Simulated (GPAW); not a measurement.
# Al K edge of Al2Ru (I4/mmm): cell size and cost

How large a supercell does the Al K edge of Al2Ru (I4/mmm) need, and what does it cost? The absorber has 4 Ru at 2.58 Å, 5 Al at 2.69 Å, 1 Ru at 2.88 Å and 4 Al at 3.12 Å (14-fold, site symmetry 4mm).

The runs were made apart and are set side by side; the one with the holes farthest apart serves as the reference. All curves get a further Gaussian of 1.5 eV full width, so that line shapes and meshes matter less.

## Step 1: Cost and result by level

| run | hole distance (Å) | k mesh | core time | raw zero (eV) | zero less the added terms (eV) | r.m.s. from the reference after the best shift (%) |
| --- | --- | --- | --- | --- | --- | --- |
| GPAW LDA, 15 atoms | 6.5 | 4×4×4 | 12 min | 1563.4 | 1549.5 | 2 |
| GPAW LDA, 27 atoms | 7.9 | 5×5×5 | 50 min | 1563.3 | 1549.5 | - |

Times are from shared hosts. The zero: total-energy differences, less 13.9 eV, the free-atom term for the hole's spin; LDA puts this hole about 7 eV below PBE, itself good to a few eV.

```tsv
E (eV)	GPAW LDA, 15 atoms	GPAW LDA, 27 atoms
-2.00	0.00	0.00
-1.25	0.03	0.02
-0.50	0.13	0.13
0.25	0.34	0.34
1.00	0.55	0.55
1.75	0.82	0.79
2.50	1.11	1.06
3.25	1.23	1.23
4.00	1.24	1.27
4.75	1.30	1.27
5.50	1.27	1.26
6.25	1.15	1.20
7.00	1.14	1.16
7.75	1.30	1.25
8.50	1.41	1.38
9.25	1.31	1.35
10.00	1.16	1.20
10.75	1.09	1.09
11.50	1.05	1.05
12.25	1.00	1.00
13.00	0.94	0.95
13.75	0.91	0.91
14.50	0.89	0.89
15.25	0.87	0.87
16.00	0.83	0.84
16.75	0.79	0.80
17.50	0.76	0.77
18.25	0.75	0.75
19.00	0.73	0.73
19.75	0.70	0.70
20.50	0.67	0.68
21.25	0.67	0.67
22.00	0.67	0.67
22.75	0.69	0.69
23.50	0.71	0.71
24.25	0.72	0.72
25.00	0.72	0.72
25.75	0.72	0.72
26.50	0.71	0.70
27.25	0.69	0.69
28.00	0.68	0.68
28.75	0.69	0.69
29.50	0.71	0.71
30.25	0.75	0.75
31.00	0.80	0.80
31.75	0.86	0.86
```

## Step 2: Reading

The smallest cell differs from the reference by 2 % r.m.s. after a shift of 0.0 eV at 0.24 of its cost, so it already gives the shape. Its highest intensity below 16 eV lies at 8.5 eV against 8.8 eV. Whether the reference itself is converged wasn't tested.

 Lifetime broadening is put in by hand, and intensities beyond about 20 eV depend on it. Meshes are coarse enough for small ripples in Al2Ru (I4/mmm). The structures are entries of the Materials Project (computed), used as given.

[Logs are printed without paths, hosts, clocks, repeated set-up lines and the standing remarks that a program may print on its own settings, such as how far it seeks lower states.]

[Hosts, paths, dates, database ids (printed as entryN), source tags and the programs' standing remarks are cut or masked in the printed files.]
